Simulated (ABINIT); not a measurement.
## Dielectric function and optical constants of BeS

Wanted: where BeS starts to absorb, how strongly, and its refractive index. The cell comes from an older database entry, whose edges can differ from later determinations, mostly by under a per cent.

Main program and level: ABINIT 10.8.3; DFT, PBE, plane waves with norm-conserving potentials (PseudoDojo), scalar-relativistic, independent-particle linear optical response without local fields.

The database entry behind the starting cell differs from later determinations by our own check (0.1 to 0.3 % short, probably kX units), so it need not match the best structure at ambient conditions.

## (1) Starting point

The structure is cubic, space group F-43m (No. 216). The conventional cell has a = 4.850 Å, b = 4.850 Å, c = 4.850 Å, α = 90.00°, β = 90.00°, γ = 90.00°. S has 4 Be at 2.10 Å nearest. Be has 4 S at 2.10 Å nearest. Farther neighbours and most contacts between anions are not listed.

## (2) Ground state, bands and velocity matrix elements

First the ground state: is it a metal or has it a gap?

This step: DFT, PBE, plane waves with norm-conserving potentials (PseudoDojo), scalar-relativistic, ground state, bands at fixed density and velocity matrix elements (ABINIT 10.8.3).

run.abi

```
# ground state, bands on a dense mesh, and the derivatives d/dk of the wave functions
ndtset 3

ngkpt1 8 8 8
shiftk1 0.0 0.0 0.0
tolvrs1 1.0d-12
nband1 9
prtden1 1

iscf2 -2
getden2 1
ngkpt2 12 12 12
shiftk2 0.0 0.0 0.0
kptopt2 1
nband2 23
nbdbuf2 4
tolwfr2 1.0d-14

optdriver3 8
wfk_task3 "wfk_ddk"
prtevk3 1
getwfk3 2
getden3 1
iscf3 -2
ngkpt3 12 12 12
shiftk3 0.0 0.0 0.0
kptopt3 1
nband3 23

nshiftk 1
occopt 3
tsmear 0.001837
ecut 45.0
nstep 80
iomode 3
chksymbreak 0
chkprim 0
chksymtnons 0
acell 3*1.0 Angstrom
rprim
  0.000000000000 2.425000000000 2.425000000000
  2.425000000000 0.000000000000 2.425000000000
  2.425000000000 2.425000000000 0.000000000000
natom 2
ntypat 2
znucl 16 4
typat 1 2
xred
  0.750000000000 0.750000000000 0.750000000000
  0.000000000000 0.000000000000 0.000000000000
pseudos "S.upf, Be.upf"
```

Run with:

```sh
$ mpirun -n 4 abinit run.abi
```

Numbers of over 12 decimals in the logs are rounded to 6 here.

What it wrote:

```text
DATASET    1 : space group F-4 3 m (#216); Bravais cF (face-center cubic)
 DATASET    2 : space group F-4 3 m (#216); Bravais cF (face-center cubic)
 DATASET    3 : space group F-4 3 m (#216); Bravais cF (face-center cubic)
            ngfft          40      40      40
                         0.04688    0.04688    0.04688    0.04688    0.04688    0.02344
                         0.01172    0.04688    0.04688    0.04688    0.02344    0.01172
                         0.04688    0.02344    0.00586    0.04688    0.09375    0.04688
                         0.04688    0.09375    0.04688    0.02344    0.01172
                         0.00231    0.00347    0.01389    0.01389    0.01389    0.01389
                         0.01389    0.01389    0.01389    0.01389    0.01389    0.00694
                         0.00347    0.01389    0.01389    0.01389    0.01389    0.01389
                         0.01389    0.01389    0.00694    0.00347    0.01389    0.01389
                         0.01389    0.01389    0.01389    0.00694    0.00347    0.01389
                         0.01389    0.01389    0.00694    0.00347    0.01389    0.00694
                         0.00174    0.01389    0.02778    0.02778    0.02778    0.01389
                         0.00231    0.00347    0.01389    0.01389    0.01389    0.01389
                         0.01389    0.01389    0.01389    0.01389    0.01389    0.00694
                         0.00347    0.01389    0.01389    0.01389    0.01389    0.01389
                         0.01389    0.01389    0.00694    0.00347    0.01389    0.01389
                         0.01389    0.01389    0.01389    0.00694    0.00347    0.01389
                         0.01389    0.01389    0.00694    0.00347    0.01389    0.00694
[...]
== DATASET  1 ==================================================================
 Real(R)+Recip(G) space primitive vectors, cartesian coordinates (Bohr,Bohr^-1):
 R(1)=  0.0000000  4.5825859  4.5825859  G(1)= -0.1091087  0.1091087  0.1091087
 R(2)=  4.5825859  0.0000000  4.5825859  G(2)=  0.1091087 -0.1091087  0.1091087
 R(3)=  4.5825859  4.5825859  0.0000000  G(3)=  0.1091087  0.1091087 -0.1091087
 Unit cell volume ucvol=  1.9246946E+02 bohr^3
 Angles (23,13,12)=  6.00000000E+01  6.00000000E+01  6.00000000E+01 degrees
 getcut: wavevector=  0.0000  0.0000  0.0000  ngfft=  40  40  40
     iter   Etot(hartree)      deltaE(h)  residm     vres2
 ETOT  1  -25.052168026446    -2.505E+01 7.187E-02 2.529E+01
 ETOT  2  -25.069847002221    -1.768E-02 2.391E-03 2.650E+00
 ETOT  3  -25.070120902830    -2.739E-04 1.050E-03 1.063E-01
 ETOT  4  -25.070129300413    -8.398E-06 6.180E-04 1.869E-03
 ETOT  5  -25.070129388859    -8.845E-08 2.200E-04 6.343E-05
 ETOT  6  -25.070129390805    -1.946E-09 1.297E-04 1.466E-06
 ETOT  7  -25.070129390846    -4.134E-11 4.340E-05 1.869E-08
 ETOT  8  -25.070129390846    -3.268E-13 2.494E-05 7.294E-10
 ETOT  9  -25.070129390847    -4.476E-13 8.368E-06 1.843E-11
 ETOT 10  -25.070129390846     3.908E-13 4.751E-06 1.091E-13
 At SCF step   10       vres2   =  1.09E-13 < tolvrs=  1.00E-12 =>converged.
 Cartesian components of stress tensor (hartree/bohr^3)
  sigma(1 1)= -5.80106913E-05  sigma(3 2)=  0.00000000E+00
  sigma(2 2)= -5.80106913E-05  sigma(3 1)=  0.00000000E+00
  sigma(3 3)= -5.80106913E-05  sigma(2 1)=  0.00000000E+00
 Mean square residual over all n,k,spin=   24.097E-09; max=  47.510E-07
 Fermi (or HOMO) energy (hartree) =   0.20277   Average Vxc (hartree)=  -0.36590
 Eigenvalues (hartree) for nkpt=  29  k points:
 kpt#   1, nband=  9, wtk=  0.00195, kpt=  0.0000  0.0000  0.0000 (reduced coord)
  -3.49602   -0.36261    0.14045    0.14045    0.14045    0.34861    0.34861    0.34861
   2.00000    2.00000    2.00000    2.00000    2.00000    0.00000    0.00000    0.00000
kinetic             :  1.25785664116742E+01
hartree             :  3.78844375188048E+00
xc                  : -5.64167456996390E+00
Ewald energy        : -1.51064138871186E+01
psp_core            :  6.29502088146515E-01
local_psp           : -1.39716415599669E+01
non_local_psp       : -7.34691162549802E+00
internal            : -2.50701293908463E+01
'-kT*entropy'       :  5.41617628095022E-16
total_energy        : -2.50701293908463E+01
total_energy_eV     : -6.82192974091038E+02
 Cartesian components of stress tensor (hartree/bohr^3)
  sigma(1 1)= -5.80106913E-05  sigma(3 2)=  0.00000000E+00
  sigma(2 2)= -5.80106913E-05  sigma(3 1)=  0.00000000E+00
  sigma(3 3)= -5.80106913E-05  sigma(2 1)=  0.00000000E+00
-Cartesian components of stress tensor (GPa)         [Pressure=  1.7067E+00 GPa]
== DATASET  2 ==================================================================
 Real(R)+Recip(G) space primitive vectors, cartesian coordinates (Bohr,Bohr^-1):
 R(1)=  0.0000000  4.5825859  4.5825859  G(1)= -0.1091087  0.1091087  0.1091087
 R(2)=  4.5825859  0.0000000  4.5825859  G(2)=  0.1091087 -0.1091087  0.1091087
 R(3)=  4.5825859  4.5825859  0.0000000  G(3)=  0.1091087  0.1091087 -0.1091087
 Unit cell volume ucvol=  1.9246946E+02 bohr^3
 Angles (23,13,12)=  6.00000000E+01  6.00000000E+01  6.00000000E+01 degrees
 getcut: wavevector=  0.0000  0.0000  0.0000  ngfft=  40  40  40
 Mean square residual over all n,k,spin=   43.536E-16; max=  99.763E-16
 Eigenvalues (hartree) for nkpt=  72  k points:
 kpt#   1, nband= 23, wtk=  0.00058, kpt=  0.0000  0.0000  0.0000 (reduced coord)
  -3.49602   -0.36261    0.14045    0.14045    0.14045    0.34861    0.34861    0.34861
   0.35684    0.60539    0.60539    0.68903    0.74886    0.74886    0.74886    0.93948
   1.18934    1.18934    1.18934    1.36106    1.36106    1.36106    1.40325
== DATASET  3 ==================================================================
            ngfft          40      40      40
[...]
0.04688    0.09375    0.04688    0.02344    0.01172
[...]
0.00174    0.01389    0.02778    0.02778    0.02778    0.01389
                         0.00231    0.00347    0.01389    0.01389    0.01389    0.01389
                         0.01389    0.01389    0.01389    0.01389    0.01389    0.00694
                         0.00347    0.01389    0.01389    0.01389    0.01389    0.01389
                         0.01389    0.01389    0.00694    0.00347    0.01389    0.01389
                         0.01389    0.01389    0.01389    0.00694    0.00347    0.01389
                         0.01389    0.01389    0.00694    0.00347    0.01389    0.00694
                         0.00174    0.01389    0.02778    0.02778    0.02778    0.01389
[shortened to cell, iterations, levels, energies and stress; the echo of variables, forces, comments, warnings and credits are left out]
```

Run time: 20 s. Hardware: 4 MPI ranks of Intel Xeon 6975P-C (Granite Rapids), shared host; peak memory 0.11 GiB.

This step gave:

* total energy: -25.07 Ha
* gap on the k-mesh: 3.114 eV
* direct gap on the mesh: 5.664 eV

There is a gap, 3.11 eV on this mesh (points off the mesh can give less), so no carriers' term is needed.

## (3) Optical response

The spectrum is a sum over vertical transitions between filled and empty bands at the fixed density, so many empty bands are needed.

This step: DFT, PBE, plane waves with norm-conserving potentials (PseudoDojo), scalar-relativistic, independent-particle linear optical response without local fields (ABINIT 10.8.3).

optic.abi

```
&FILES
 ddkfile_1 = 'runo_DS3_1_EVK.nc',
 ddkfile_2 = 'runo_DS3_2_EVK.nc',
 ddkfile_3 = 'runo_DS3_3_EVK.nc',
 wfkfile = 'runo_DS2_WFK.nc'
/
&PARAMETERS
 broadening = 0.001837,
 domega = 0.0020212,
 maxomega = 0.80849,
 scissor = 0.0,
 tolerance = 0.002,
 nband_sum = 19
/
&COMPUTATIONS
 num_lin_comp = 1,
 lin_comp = 11,
 num_nonlin_comp = 0,
 num_linel_comp = 0,
 num_nonlin2_comp = 0
/
```

Run with:

```sh
$ optic optic.abi
```

What it wrote:

```text

 OPTIC has originally been developed by
 S. Sharma, J. K. Dewhurst and C. Ambrosch-Draxl, Phys. Rev. B 67, 165332 (2003), and
 S. Sharma and C. Ambrosch-Draxl, Physica Scripta T 109 (2004).

 rprimd(bohr)      =   0.00000   4.58259   4.58259
                       4.58259   0.00000   4.58259
                       4.58259   4.58259   0.00000
 natom             =       2
 nkpt,mband        =      72      23
 ecut              =  45.00000 Ha
 newocc: new Fermi energy is       0.203500 , with nelect=     10.000000, Number of bisection calls: 7
 Fermi level: 5.5375  (eV)

 fermie            =   0.20350 Ha   5.53750 eV
 Scissor shift     =   0.00000 Ha
 Tolerance on closeness to singularities     =   0.00200 Ha
 Smearing factor      =   0.00184 Ha
 Will use the antiresonant approximation (meaning that the antiresonant terms are neglected)
 Will not perform the bands decomposition
 linear coeffs to be calculated :
 11
 non-linear coeffs to be calculated :

 electronic part of electro-optic coeffs to be calculated :

 non-linear coeffs (V2) to be calculated :

 linear optic matrix elements will be printed :0
 optic : Call pmat2cart
 No scissor shift to be applied. Returning to main optic routine.
 optic : Call linopt
  linopt            1           1
 calculated the component:           1           1   of dielectric function
  with broadening:         (0.000000,1.83700000000000009E-003)
 and scissors shift:   0.000000
 energy window:   129.091523      eV   4.744026      Ha
 optic : Call nlinopt
 optic : Call linelop
 optic : Call nonlinopt

================================================================================

 Calculation completed.
-
program: optic
version: 10.8.3
start_datetime:
end_datetime:
overall_cpu_time:           0.1
overall_wall_time:           0.1
mpi_procs: 1
omp_threads: 1
...
```

Run time: 0.71 s. Hardware: 1 thread; peak memory 0.05 GiB.

This step gave:

```
electronic dielectric constant ε∞, mean over x, y and z (by symmetry where fewer were run) : 5.720
```

The Im ε, E ∥ x has structure finer than the step of the table below, so its rows give means over 0.5 eV, whole bins alone (the curve runs from 0.0550 to 21.9 eV). Peaks (eV: height): 6.98: 27.0, 7.26: 17.3, 7.53: 20.8, 8.08: 12.0, 9.40: 7.86.

Sum at mesh points, not converged in k; values under the direct gap are tails of Lorentzian lines. Table of Im ε, E ∥ x by photon energy; means over each step:

photon energy (eV), Im ε, E ∥ x and a bar:
```
      0.5        0.0 
      1.0        0.0 
      1.5        0.0 
      2.0        0.0 
      2.5        0.0 
      3.0        0.0 
      3.5        0.1 
      4.0        0.1 
      4.5        0.1 
      5.0        0.2 
      5.5        1.4 ##
      6.0        8.5 #############
      6.5       15.9 #########################
      7.0       19.4 ##############################
      7.5       16.9 ##########################
      8.0       10.7 #################
      8.5        6.7 ##########
      9.0        6.0 #########
      9.5        6.6 ##########
     10.0        3.7 ######
     10.5        1.9 ###
     11.0        1.9 ###
     11.5        2.8 ####
     12.0        2.3 ####
     12.5        1.4 ##
     13.0        1.7 ###
     13.5        1.2 ##
     14.0        1.0 ##
     14.5        0.9 #
     15.0        0.9 #
     15.5        0.6 #
     16.0        0.5 #
     16.5        0.6 #
     17.0        0.6 #
     17.5        0.4 #
     18.0        0.3 #
     18.5        0.4 #
     19.0        0.4 #
     19.5        0.4 #
     20.0        0.3 
     20.5        0.2 
     21.0        0.2 
     21.5        0.2
```

The reflectivity at normal incidence, E ∥ x has structure finer than the step of the table below, so its rows give means over 0.5 eV, whole bins alone (the curve runs from 0.0550 to 21.9 eV). Peaks (eV: height): 9.79: 67.1, 10.17: 71.5, 10.39: 74.1, 12.54: 66.3, 13.53: 68.3, 13.80: 66.3, 15.62: 65.8.

Sum at mesh points, not converged in k. The reflectivity at normal incidence, E ∥ x by photon energy; means over each step:

```tsv
photon energy (eV)	reflectivity at normal incidence, E ∥ x (%)
0.5	16.9
1.0	17.1
1.5	17.4
2.0	17.9
2.5	18.6
3.0	19.5
3.5	20.7
4.0	22.3
4.5	24.5
5.0	27.8
5.5	34.0
6.0	40.2
6.5	45.5
7.0	51.4
7.5	52.6
8.0	55.4
8.5	57.9
9.0	46.6
9.5	50.9
10.0	65.0
10.5	64.4
11.0	45.7
11.5	43.7
12.0	50.6
12.5	55.3
13.0	42.8
13.5	59.2
14.0	49.5
14.5	50.9
15.0	45.2
15.5	57.8
16.0	54.3
16.5	39.0
17.0	45.2
17.5	48.2
18.0	45.2
18.5	37.9
19.0	34.5
19.5	27.9
20.0	40.5
20.5	44.3
21.0	25.9
21.5	38.5
```

The loss function −Im 1/ε at q → 0, E ∥ x has structure finer than the step of the table below, so its rows give means over 1 eV, whole bins alone (the curve runs from 0.0550 to 21.9 eV). Peaks (eV: height): 19.5: 3.02, 20.7: 7.20, 21.6: 10.0, 21.9: 9.94.

Sum at mesh points, not converged in k; values under the direct gap are tails of Lorentzian lines. Table of loss function −Im 1/ε at q → 0, E ∥ x by energy loss; means over each step:

```tsv
energy loss (eV)	loss function −Im 1/ε at q → 0, E ∥ x
3	8.7e-4
4	0.00130
5	0.00221
6	0.0219
7	0.0502
8	0.0700
9	0.131
10	0.101
11	0.261
12	0.223
13	0.312
14	0.384
15	0.506
16	0.748
17	0.950
18	1.60
19	2.36
20	2.50
21	4.64
```

Optical constants at common wavelengths, from n + ik = √ε:

```tsv
wavelength (nm)	n	k	R (%)	1/α
1064	2.42	0.002	17.2	39 µm
800	2.44	0.003	17.5	21 µm
532	2.50	0.005	18.3	8.5 µm
450	2.55	0.006	19.0	5.6 µm
405	2.59	0.008	19.6	4.2 µm
365	2.65	0.009	20.4	3.1 µm
193	4.42	1.706	45.3	9.0 nm
```

Below the direct gap, k and the depth come from the tails of the Lorentzian lines, not from transitions.

Rows near the edge hang on the gap, which this functional as a rule makes too small, and phonon-assisted absorption is left out.

## (4) Summary of results

```
electronic dielectric constant ε∞, mean over x, y and z (by symmetry where fewer were run) (independent particles) : 5.72
```

**Reading.** At this level (PBE, independent particles) BeS has ε∞ = 5.72 and n = 2.40 at 1550 nm. On the mesh the gap is 3.11 eV and the least direct gap 5.66 eV, so on this mesh the band edges lie at different points. Excitons and phonon-assisted transitions are missing, and so are local fields; PBE gaps are as a rule too small, which pulls the onset down and ε∞ up. The sum runs over mesh points 0.19 Å⁻¹ apart with no interpolation, so peaks are partly noise of the mesh and static values carry its error. Besides steps told in other documents, this task had 1 run with a known fault of program or setting; those not told in a step above aren't shown.

[Logs are printed without paths, hosts, clocks, repeated set-up lines and the standing remarks that a program may print on its own settings, such as how far it seeks lower states.]

[Hosts, paths, dates, database ids (printed as entryN), source tags and the programs' standing remarks are cut or masked in the printed files.]
